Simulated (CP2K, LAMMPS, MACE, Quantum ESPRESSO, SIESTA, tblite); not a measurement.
# Pressure against volume in amorphous Si0.9Ge0.1 (94 atoms), QE, PBE

Density of this cell: 2.65 g/cm³. The cell holds 94 atoms: 85 Si and 9 Ge. Its edges and angles: a = 12.402 Å, b = 12.402 Å, c = 12.402 Å, α = 90.0°, β = 90.0°, γ = 90.0°. 94 atoms (85 Si, 9 Ge) placed at random at 2.65 g/cm³, melted at 3500 K for 10 ps at fixed volume with the Tersoff potential (Tersoff, Phys. Rev. B 39, 5566 (1989)). Quenched from 3500 K to 700 K at 3 K/ps and fixed volume, held 5 ps. Then the atoms were relaxed with MACE MPA-0 medium in the fixed cell.

Calculated with Quantum ESPRESSO 7.5: PBE; plane waves, SSSP efficiency, 45/360 Ry; k-points Γ. The unchanged cell has V0 = 20.294 Å³ an atom and P0 = 1.453 GPa. It is scaled evenly, and MACE MPA-0 medium relaxes the atoms at each volume before the single point.

```
volume (Å³/atom)  pressure (GPa)
          19.076               ?
          19.685           3.960
          20.903          -0.667
          21.512          -2.472
```

Task: Fit a second-order expansion in ln V to the rows given and extrapolate to the withheld row.

Worked fit:

To second order in u = ln(V/V0), P = P0 − B u + ½ B B′ u², with B the bulk modulus at V0 and B′ its pressure derivative. So v = (P − P0)/u is a line in u, with intercept −B and slope ½ B B′.

```
         u   v (GPa)
-0.0304592  -82.2871
 0.0295588  -71.7316
 0.0582689  -67.3653
```

With n = 3: mean u = 0.0191228, mean v = -73.7947, Σ(u − ū)² = 0.0040997, Σ(u − ū)(v − v̄) = 0.69429. Slope b = 0.69429 / 0.0040997 = 169.35; intercept a = v̄ − b ū = -77.033.

So B = 77.0 GPa and B′ = 2b/B = 4.4. At the withheld volume u = -0.06188, v = a + b u = -87.51 GPa, and P = P0 + u v.

Prediction at 19.076: 6.868 GPa. The run gave 6.637 GPa, so the fit is high by 0.23 GPa (3.5 % of the value).

B′ = 4.4 rests on three points. Among the rows given, the largest miss of the fit is at 21.512, by 0.012 GPa (0.13 % of the range of the table).

Limits: Static cells at zero temperature, with the cell shape held. The atoms follow MACE MPA-0 medium, not this level's own minimum.

[Logs are printed without paths, hosts, clocks, repeated set-up lines and the standing remarks that a program may print on its own settings, such as how far it seeks lower states.]

[Hosts, paths, dates, database ids (printed as entryN), source tags and the programs' standing remarks are cut or masked in the printed files.]
